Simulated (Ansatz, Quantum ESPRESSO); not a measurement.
# Evanescent states of LiH, rock salt type, lattice constant set to 3.94 Å, part 3 of 3

Aim: how fast states decay in the gap of LiH, rock salt type, lattice constant set to 3.94 Å.

Quantum ESPRESSO 7.5; plane-wave DFT, LDA, PseudoDojo norm-conserving pseudopotentials; cross-check by Ansatz 0.2.0 with PAW datasets.

So far. Step 2 (Self-consistent run): The run needed 6 iterations to bring the estimated error under 1e-09 Ry.

**4. Complex band structure, with nz1 = 11**

Level of this step: complex band structure by pwcond; plane-wave DFT, LDA, PseudoDojo norm-conserving pseudopotentials (Quantum ESPRESSO).

A sensitivity test on the input.

cbs.w.in

```
&inputcond
  outdir = './out'
  prefixl = 'scf'
  band_file = 'cbs.w'
  ikind = 0
  ewind = 4.0
  epsproj = 1e-05
  nz1 = 11
  energy0 = 7.44
  denergy = -0.24
/
4
  0.00000000 0.00000000 1.00000000
  0.50000000 0.00000000 1.00000000
  0.50000000 0.50000000 1.00000000
  0.25000000 0.00000000 1.00000000
40
```

The run is started by

```sh
OMP_NUM_THREADS=1 mpirun -n 2 pwcond.x -in cbs.w.in > cbs.w.out
```

What it wrote:

```text
[banner, memory and clock lines left out]
Program PWCOND v.7.5 starts
[citation notice left out]

[...]
./out/scf.save/

     IMPORTANT: XC functional enforced from input :
     Exchange-correlation= PW
                           (   1   4   0   0   0   0   0)
     Any further DFT definition will be discarded
     Please, verify this is what you really want

     Reading collected, re-writing distributed wavefunctions

===== INPUT FILE containing the left lead =====

     GEOMETRY:

     lattice parameter (alat)  =       5.2648  a.u.
     the volume                =     206.3741 (a.u.)^3
     the cross section         =      27.7179 (a.u.)^2
     l of the unit cell        =       1.4142 (alat)
     number of atoms/cell      =            4
     number of atomic types    =            2

     crystal axes: (cart. coord. in units of alat)
               a(1) = (  1.0000  0.0000  0.0000 )
               a(2) = (  0.0000  1.0000  0.0000 )
               a(3) = (  0.0000  0.0000  1.4142 )

   Cartesian axes

     site n.     atom                  positions (alat units)
          1        Li     tau(  1)=(  0.0000  0.0000  1.4142  )
          2        H      tau(  2)=(  0.5000  0.5000  1.4142  )
          3        Li     tau(  3)=(  0.5000  0.5000  0.7071  )
          4        H      tau(  4)=(  0.0000  0.0000  0.7071  )

     nr1s                      =           27
     nr2s                      =           27
     nr3s                      =           40
     nr1sx                     =           27
     nr2sx                     =           27
     nr3sx                     =           40
     nr1                       =           27
     nr2                       =           27
     nr3                       =           40
     nr1x                      =           27
     nr2x                      =           27
     nr3x                      =           40

 _______________________________
  Radii of nonlocal spheres:

     type       ibeta     ang. mom.          radius (alat units)
       Li         1         0                    0.2621
       Li         2         0                    0.2659
       Li         3         1                    0.2108
       Li         4         1                    0.2108
       H          1         0                    0.1899
       H          2         0                    0.1899
       H          3         1                    0.1747
----- General information -----

----- Complex band structure calculation -----

     nrx                       =           27
     nry                       =           27
     nz1                       =           11

     energy0               =         7.4E+00
     denergy               =        -2.4E-01
     nenergy               =         40
     ecut2d                =         6.6E+01
     ewind                 =         4.0E+00
     epsproj               =         1.0E-05

     number of k_|| points=    4
                       cryst. coord.
        k(    1) = (   0.0000000   0.0000000), wk =   0.2500000
        k(    2) = (   0.5000000   0.0000000), wk =   0.2500000
        k(    3) = (   0.5000000   0.5000000), wk =   0.2500000
        k(    4) = (   0.2500000   0.0000000), wk =   0.2500000
----- Information about left lead -----

     nocros                   =           13
     noins                    =           13
     norb                     =           39
     norbf                    =           39
     nrz                      =           40

      iorb      type   ibeta   ang. mom.   m       position (alat)
        1        1       1        0        1   taunew(   1)=(  0.0000  0.0000  0.0000)
        2        1       2        0        1   taunew(   2)=(  0.0000  0.0000  0.0000)
[...]
39        2       3        1        3   taunew(  39)=(  0.5000  0.5000  1.4142)
    k slab    z(k)  z(k+1)     crossing(iorb=1,norb)
    1   0.0000 0.0354 0.0354   111111111111100000000000000000000000000
    2   0.0354 0.0707 0.0354   111111111111100000000000000000000000000
[...]
40   1.3789 1.4142 0.0354   000000000000000000000000001111111111111
 ngper, shell number =          145          23
 ngper, n2d =          145          41
---  E-Ef =    7.4400000  k =    0.0000000   0.0000000
---  ie =          1  ik =          1
 Nchannels of the left tip =            1
 Right moving states:
   k1(2pi/a)   k2(2pi/a)   E-Ef (eV)
   0.3387581   0.0000000   7.4400000
 Left moving states:
   k1(2pi/a)   k2(2pi/a)   E-Ef (eV)
  -0.3387581  -0.0000000   7.4400000

---  E-Ef =    7.2000000  k =    0.0000000   0.0000000
---  ie =          2  ik =          1
 Nchannels of the left tip =            1
 Right moving states:
   k1(2pi/a)   k2(2pi/a)   E-Ef (eV)
   0.3263677   0.0000000   7.2000000
 Left moving states:
   k1(2pi/a)   k2(2pi/a)   E-Ef (eV)
  -0.3263677  -0.0000000   7.2000000
[... further energies and points left out ...]
---  E-Ef =   -1.6800000  k =    0.2500000   0.0000000
---  ie =         39  ik =          4
 Nchannels of the left tip =            1
 Right moving states:
   k1(2pi/a)   k2(2pi/a)   E-Ef (eV)
  -0.2144843  -0.0000000  -1.6800000
 Left moving states:
   k1(2pi/a)   k2(2pi/a)   E-Ef (eV)
   0.2144843   0.0000000  -1.6800000

---  E-Ef =   -1.9200000  k =    0.2500000   0.0000000
---  ie =         40  ik =          4
 Nchannels of the left tip =            1
 Right moving states:
   k1(2pi/a)   k2(2pi/a)   E-Ef (eV)
  -0.2461745  -0.0000000  -1.9200000
 Left moving states:
   k1(2pi/a)   k2(2pi/a)   E-Ef (eV)
   0.2461745   0.0000000  -1.9200000

[...]
```

The job ended after 9.9 s (2 MPI ranks of Intel Xeon 6975P-C (Granite Rapids), shared host; peak memory 0.11 GiB).

Beside the run it was changed from:

```csv
quantity,this run,unchanged run,difference
peak of the smallest κ at the zone centre (Å⁻¹),0.136,0.136,0
"peak of the smallest κ at (1/2, 1/2) (Å⁻¹)",0.635,0.635,0
wall time (s),9.9,8.5,
```

The physical values in this table stay within 0.05 %.

**5. Complex band structure, with ecut = 1**

One more run, with a changed input.

cbs.bad.in

```
&inputcond
  outdir = './out'
  prefixl = 'scf'
  band_file = 'cbs.bad'
  ikind = 0
  ewind = 4.0
  epsproj = 1e-05
  nz1 = 7
  ecut = 1
  energy0 = 7.44
  denergy = -0.24
/
4
  0.00000000 0.00000000 1.00000000
  0.50000000 0.00000000 1.00000000
  0.50000000 0.50000000 1.00000000
  0.25000000 0.00000000 1.00000000
40
```

The run is started by

```sh
OMP_NUM_THREADS=1 mpirun -n 2 pwcond.x -in cbs.bad.in > cbs.bad.out
```

What it wrote:

```text
[banner, memory and clock lines left out]
Program PWCOND v.7.5 starts

          URL

 %%%%%%%%%%%%%%%%%%%%%%%%%%%%%%%%%%%%%%%%%%%%%%%%%%%%%%%%%%%%%%%%%%%%%%%%%%%%%%
     Error in routine do_cond (5010):
     reading inputcond namelist
 %%%%%%%%%%%%%%%%%%%%%%%%%%%%%%%%%%%%%%%%%%%%%%%%%%%%%%%%%%%%%%%%%%%%%%%%%%%%%%

     stopping ...
[the rest left out]
```

Elapsed: 0.62 s, on 2 MPI ranks; peak memory 0.09 GiB.

The input was rejected at the start.

A key was misspelt on purpose.

The message: “do_cond (5010): reading inputcond namelist”. The namelist reader stops at a key that the namelist doesn't hold; the line has to be put right or, where the proper key already stands in the input, deleted.

**6. The same in Ansatz**

As a check, the same structure is run in Ansatz.

Level of this step: plane-wave DFT, LDA, Ansatz PAW (Ansatz 0.2.0).

input.yaml

```yaml
crystal:
  lattice:
    - [2.7860007179, 0.0, 0.0]
    - [0.0, 2.7860007179, 0.0]
    - [0.0, 0.0, 3.94]
  atoms:
    - { symbol: Li, position: [0.0, 0.0, 0.0] }
    - { symbol: H, position: [0.5, 0.5, 0.0] }
    - { symbol: Li, position: [0.5, 0.5, 0.5] }
    - { symbol: H, position: [0.0, 0.0, 0.5] }
kpoints:
  mp_grid: { grid: [8, 8, 6] }
hamiltonian:
  xc: lda
scf:
  occupations: { method: fixed }
  convergence: { dr2_threshold: 1.0e-09 }
output:
  transmission:
    leads: [[0, 0]]
    kpoints: [[0, 0], [0.5, 0], [0.5, 0.5], [0.25, 0]]
    e_range: [-1.92, 7.44]
    de: 0.24
```

The run is started by

```sh
ansatz run input.yaml --threads 2 --pin off --max-ram 4096MiB --backend cpu --events-out ev --progress --plain --runs-dir out
```

What it wrote:

```text
Engine: ansatz 0.2.0, x86_64-unknown-linux-gnu
Pseudopotentials: kind: paw
Pseudopotential: Li, paw, valence charge 3, recommended cutoff 420 eV (normal), Li.paw.azcp
Pseudopotential: H, paw, valence charge 1, recommended cutoff 420 eV (normal), H.paw.azcp
Functional definition: SPW92
  exchange = slater_x
  correlation = pw_c
Crystal: 4 atoms, lattice volume = 30.581 Å³
Basis set: ecut = 420 eV, 609 PW (Γ)
Bands: 8, of which v1, the nominal top of the filled ones, is band 4 counted from 1 (3 counted from 0)
Symmetry: 32 space group operations
Space group: Fm-3m (ITA 225), of the structure as read, at distance tolerance 3.1e-5 Å
k-points: 60 of 384
Non-local potential: Li, projectors of the file, l = 0: 3, l = 1: 2, l = 2: 1
Non-local potential: H, projectors of the file, l = 0: 2, l = 1: 1
PAW form: soft (Blöchl's): semilocal exchange-correlation on the pseudo side does not see the compensation charge
PAW one-centre angular grid: Li, 110 points (default); XC on 64 Gauss nodes
PAW one-centre angular grid: H, 110 points (default); XC on 64 Gauss nodes
Initial density: superposition of atomic densities (neutral atoms: chi_scale 0, normalization atom), corrected by the library's trained network
Initial wavefunctions: pseudopotential atomic-orbital guess
Functional: x = slater, c = lda
SCF iter   1: F=—  HF=-436.445691 eV  |F-HF|=—  |Δ(HF+E_count)|=         —  Δρ=1.26e-2  dr2=2.98e-2  ethr=1.77e-3  ⟨swp⟩=3.3  Hψ=2579  notcnv=0  defer=109
preconditioner: auto → none  [insulator: Δε(μ)=2.433 eV  Ē_g=10.654 eV  n_scr=2 (ndim 8)  ℏωp=13.4 eV  f_vac=0.000  ε∞_Penn≈2.6]
SCF iter   2: F=—  HF=-436.428543 eV  |F-HF|=—  |Δ(HF+E_count)|=   1.71e-2  Δρ=4.37e-3  dr2=3.32e-3  ethr=3.72e-4  ⟨swp⟩=1.5  Hψ=1011  notcnv=0  defer=102
SCF iter   3: F=—  HF=-436.425919 eV  |F-HF|=—  |Δ(HF+E_count)|=   2.62e-3  Δρ=1.59e-4  dr2=3.86e-6  ethr=4.15e-5  ⟨swp⟩=2.0  Hψ=817  notcnv=0  defer=111
SCF iter   4: F=—  HF=-436.425919 eV  |F-HF|=—  |Δ(HF+E_count)|=   7.09e-8  Δρ=1.95e-5  dr2=7.96e-8  ethr=4.82e-8  ⟨swp⟩=2.9  Hψ=714  notcnv=0
SCF iter   5: F=—  HF=-436.425918 eV  |F-HF|=—  |Δ(HF+E_count)|=   2.96e-7  Δρ=2.81e-6  dr2=1.74e-9  ethr=9.95e-10  ⟨swp⟩=1.6  Hψ=557  notcnv=0
SCF iter   6: F=-436.425918 eV  HF=-436.425918 eV  |F-HF|=5.12e-13  |Δ(HF+E_count)|=  7.47e-11  Δρ=8.54e-8  dr2=8.50e-13  ethr=1.25e-11  ⟨swp⟩=2.4  Hψ=1224  notcnv=0
SCF 1 converged in 6 iterations: F = -436.425918 eV  dr2 = 8.50e-13
  greatest PAW one-centre occupation: 1.000 electrons in one spin orbital (limit 2), on the Li atom at site 2 (counted from 0), in its partial waves of l = 0
transmission: 5 of 20 steps passed
transmission: 10 of 20 steps passed
transmission: 15 of 20 steps passed
transmission: 20 of 20 steps passed
SCF converged after 6 iterations
Free energy (F): -436.425918 eV
Harris-Foulkes:  -436.425918 eV  (|F-HF|=5.12e-13)
Internal energy: -436.425918 eV  (E = F + TS)
E sigma→0 (E₀):  -436.425918 eV
Fermi energy:    1.007941 eV
--- Per-component energies (eV) ---
  E_band       = -175.567299
  E_kinetic    = 71.724561
  E_local      = -243.438555  (includes V_loc(G=0)·N_el)
  E_nonlocal   = -63.189357
  E_hartree    = 67.705417
  E_xc         = -39.796211
  E_vxc        = -51.915312  (∫ρ·V_xc dr)
  E_paw        = -37.969144  (= ΣΔE_a)
  E_vpaw       = -24.157379  (= ΣTr[D̂ρ^β])
  E_aug_tail   = -0.002099  (compensation charges beyond the density's cutoff)
  E_ewald      = -191.460530
  E_smearing   = -0.000000  (= −TS)
  E_closure    = -0.000000  (closes the sum)
  Σ components = -436.425918   (vs F -436.425918, Δ=0.00e0)
--- Band table (eV; the first three rows and the last of 60) ---
  k-point 0: bands = ["-42.3910", "-42.3081", "-4.7457", "1.0079", "3.5713", "11.6473", "11.6473", "14.9860"]
  k-point 1: bands = ["-42.3853", "-42.3135", "-4.5803", "-0.2843", "5.3370", "11.9046", "11.9046", "15.2539"]
  k-point 2: bands = ["-42.3699", "-42.3285", "-4.0727", "-1.9223", "8.3384", "12.6726", "12.6726", "14.6563"]
  k-point 59: bands = ["-42.3076", "-42.3076", "0.7208", "0.7208", "5.9357", "5.9357", "5.9357", "5.9357"]
--- Transmission ---
  basis      : 69 plane waves across, 5 finite elements along
  points     : 4, as listed
  energies   : 40 from -1.920000 to 7.440000 eV about the Fermi level, 0.240000 eV apart; the leads are filled to 1.281628 eV, and channels, transmission and decay are at 1.200000 eV
  crystal 0  : Li2H2, at the sites [0, 0], period 3.9400 Å: whole cells are its period
    offset         : up to 0.0000 Å between an atom of the period and one for which it stands
    channels       : 0.000000e0 a spin
    conductance    : none, the energies end too early or step too widely for 300 K: set another output.transmission.e_range or a lower de, or, where they end at an eighth of basis.ecutwfc, a higher one
    slowest decay  : 0.1359 /Å at (0.0000, 0.0000)
```

Run time: 2.2 s. Hardware: 2 threads; peak memory 0.34 GiB.

Numbers from this step:

```
free energy                                      : -436.4259 eV
gap by band count                                : 2.563 eV
symmetry operations                              : 32
slowest decay at the grid energy nearest mid-gap : 0.1359 Å⁻¹
peak of the smallest κ at the zone centre        : 0.1359 Å⁻¹
peak of the smallest κ at (1/2, 1/2)             : 0.6350 Å⁻¹
peak of the smallest κ at (1/4, 0)               : 0.2745 Å⁻¹
valence top, on the run's zero                   : 1.008 eV
```

K across = (0, 0) in the cell's reciprocal vectors; values within 0.0025 1/Å of each other count once, columns are sorted by size at each energy, a dash where no further value was kept. Im kz of the slowest decaying states against energy, zero at the highest filled level of the SCF mesh:

```csv
energy (eV),decay 1 (Å⁻¹),decay 2 (Å⁻¹)
-1.92,-,-
-1.68,-,-
-1.20,-,-
-0.96,-,-
-0.72,-,-
-0.24,-,-
0.00,0.00579,-
0.24,0.0827,-
0.72,0.125,-
0.96,0.133,-
1.20,0.136,-
1.68,0.127,-
1.92,0.115,-
2.16,0.0957,-
2.64,1.47,-
2.88,1.45,-
3.36,1.40,-
3.60,1.38,-
3.84,1.35,-
4.32,1.31,-
4.56,1.28,-
4.80,1.26,-
5.28,1.20,-
5.52,1.18,1.49
5.76,1.15,1.47
6.24,1.09,1.43
6.48,1.06,1.40
6.72,1.03,1.38
7.20,0.966,1.34
7.44,0.932,1.31
```

K across = (0, 0) in the cell's reciprocal vectors. Re kz of states that move upwards, channel 1 against energy, zero at the highest filled level of the SCF mesh:

```csv
energy (eV),"Re kz of states that move upwards, channel 1 (Å⁻¹)"
-1.92,-0.362
-1.68,-0.325
-1.20,-0.252
-0.96,-0.215
-0.72,-0.177
-0.24,-0.0924
0.00,-
0.24,-
0.72,-
0.96,-
1.20,-
1.68,-
1.92,-
2.16,-
2.64,0.0456
2.88,0.0958
3.36,0.162
3.60,0.190
3.84,0.216
4.32,0.265
4.56,0.288
4.80,0.311
5.28,0.356
5.52,0.377
5.76,0.398
6.24,0.440
6.48,0.461
6.72,0.481
7.20,0.521
7.44,0.541
```

K across = (1/2, 0) in the cell's reciprocal vectors; values within 0.0025 1/Å of each other count once, columns are sorted by size at each energy, a dash where no further value was kept. Table of Im kz of the slowest decaying states by energy, zero at the highest filled level of the SCF mesh:

```csv
energy (eV),decay 1 (Å⁻¹),decay 2 (Å⁻¹),decay 3 (Å⁻¹)
-1.92,1.20,-,-
-1.68,1.16,1.25,-
-1.20,1.10,1.33,-
-0.96,1.08,1.35,-
-0.72,1.05,1.37,-
-0.24,1.01,1.39,-
0.00,0.982,1.40,-
0.24,0.957,1.41,-
0.72,0.905,1.42,-
0.96,0.878,1.42,-
1.20,0.850,1.42,-
1.68,0.792,1.42,-
1.92,0.761,1.42,-
2.16,0.728,1.42,-
2.64,0.658,1.42,-
2.88,0.620,1.41,-
3.36,0.535,1.40,-
3.60,0.487,1.40,-
3.84,0.434,1.39,-
4.32,0.299,1.38,-
4.56,0.200,1.37,-
4.80,1.36,-,-
5.28,1.35,-,-
5.52,1.34,-,-
5.76,1.33,-,-
6.24,1.31,-,-
6.48,1.30,-,-
6.72,1.29,-,-
7.20,1.27,1.49,-
7.44,0.0528,1.25,1.47
```

K across = (1/2, 1/2) in the cell's reciprocal vectors; values within 0.0025 1/Å of each other count once, columns are sorted by size at each energy, a dash where no further value was kept. Table of Im kz of the slowest decaying states by energy, zero at the highest filled level of the SCF mesh:

```csv
energy (eV),decay 1 (Å⁻¹),decay 2 (Å⁻¹)
-1.92,0.901,1.09
-1.68,0.853,1.06
-1.44,0.798,1.03
-1.20,0.734,1.00
-0.96,0.656,0.969
-0.72,0.553,0.935
-0.48,0.395,0.900
-0.24,0.864,-
0.00,0.0263,0.827
0.24,0.398,0.787
0.72,0.585,0.701
0.96,0.635,0.654
1.20,0.603,0.672
1.44,0.548,0.700
1.68,0.486,0.723
1.92,0.415,0.741
2.16,0.328,0.755
2.40,0.209,0.766
2.64,0.774,-
2.88,0.780,-
3.12,0.785,-
3.36,0.788,-
3.60,0.789,-
3.84,0.789,-
4.08,0.788,-
4.32,0.786,-
4.56,0.782,-
4.80,0.778,-
5.28,0.766,-
5.52,0.759,-
5.76,0.750,-
6.00,0.741,-
6.24,0.731,-
6.48,0.720,-
6.72,0.707,-
6.96,0.694,-
7.20,0.680,-
7.44,0.664,-
```

K across = (1/4, 0) in the cell's reciprocal vectors; values within 0.0025 1/Å of each other count once, columns are sorted by size at each energy, a dash where no further value was kept. Im kz of the slowest decaying states against energy, zero at the highest filled level of the SCF mesh:

```csv
energy (eV),decay 1 (Å⁻¹),decay 2 (Å⁻¹),decay 3 (Å⁻¹)
-1.92,-,-,-
-1.68,-,-,-
-1.44,1.50,-,-
-1.20,1.47,-,-
-0.96,1.45,-,-
-0.72,1.42,-,-
-0.48,0.0991,1.40,-
-0.24,0.161,1.37,-
0.00,0.198,1.35,-
0.24,0.225,1.32,-
0.72,0.257,1.27,-
0.96,0.267,1.24,-
1.20,0.272,1.21,-
1.44,0.275,1.18,-
1.68,0.274,1.15,-
1.92,0.270,1.12,-
2.16,0.263,1.09,-
2.40,0.252,1.06,-
2.64,0.237,1.03,-
2.88,0.218,0.991,-
3.12,0.192,0.956,-
3.36,0.156,0.919,-
3.60,0.100,0.882,1.49
3.84,0.843,1.47,-
4.08,0.803,1.45,-
4.32,0.763,1.42,-
4.56,0.721,1.40,-
4.80,0.678,1.38,-
5.28,0.590,1.33,-
5.52,0.545,1.31,1.50
5.76,0.500,1.28,1.48
6.00,0.454,1.26,1.47
6.24,0.407,1.23,1.46
6.48,0.358,1.20,1.44
6.72,0.306,1.18,1.43
6.96,0.248,1.15,1.41
7.20,0.175,1.12,1.40
7.44,0.0365,1.09,1.39
```

**7. A check by hand**

T falls as exp(−2κd). With κ = 0.135 1/Å, 10 Å of barrier pass exp(−2 × 0.135 × 10) = 0.067 of that channel, interfaces aside.

**8. Outcome**

| Property | Result |
| --- | --- |
| gap on the SCF mesh | 2.57 eV |
| smallest κ at mid-gap among the four k points, at the zone centre | 0.135 Å⁻¹ |
| peak of the smallest κ in the stop band at the zone centre | 0.136 Å⁻¹ |
| peak of the smallest κ in the stop band at (1/2, 1/2) | 0.635 Å⁻¹ |
| peak of the smallest κ in the stop band at (1/4, 0) | 0.275 Å⁻¹ |
| energy of the peak at the zone centre, over the highest filled level | 1.20 eV |
| peak at the zone centre by Ansatz | 0.136 Å⁻¹ |

**Reading.** With a gap of 2.57 eV on the mesh, the smallest κ at mid-gap among the four k points, at the zone centre is 0.135 Å⁻¹ (LDA, PseudoDojo norm-conserving). For a barrier with the Fermi level at mid-gap the slowest state found, at the zone centre, loses a factor of ten in probability every 8.5 Å or so. Stop bands away from the zone centre are mostly wider than the gap, so their peaks can lie above the conduction bottom. At the zone centre pwcond's peak is 0.136 and Ansatz's 0.136 1/Å, 0 % apart. The cell is the a/√2 one, turned by 45°, with two primitive cells, so X along [001] folds onto kz = 0. A semilocal gap is too small, often by a third to a half and by more in narrow-gap crystals, so real barriers decay faster.

[Logs are printed without paths, hosts, clocks, repeated set-up lines and the standing remarks that a program may print on its own settings, such as how far it seeks lower states.]

[Hosts, paths, dates, database ids (printed as entryN), source tags and the programs' standing remarks are cut or masked in the printed files.]

[Maps of the electrostatic potential energy from Ansatz leave out the sawtooth potential of an applied field or a dipole correction, so their vacuum need not be flat; planar profiles and work functions include it.]
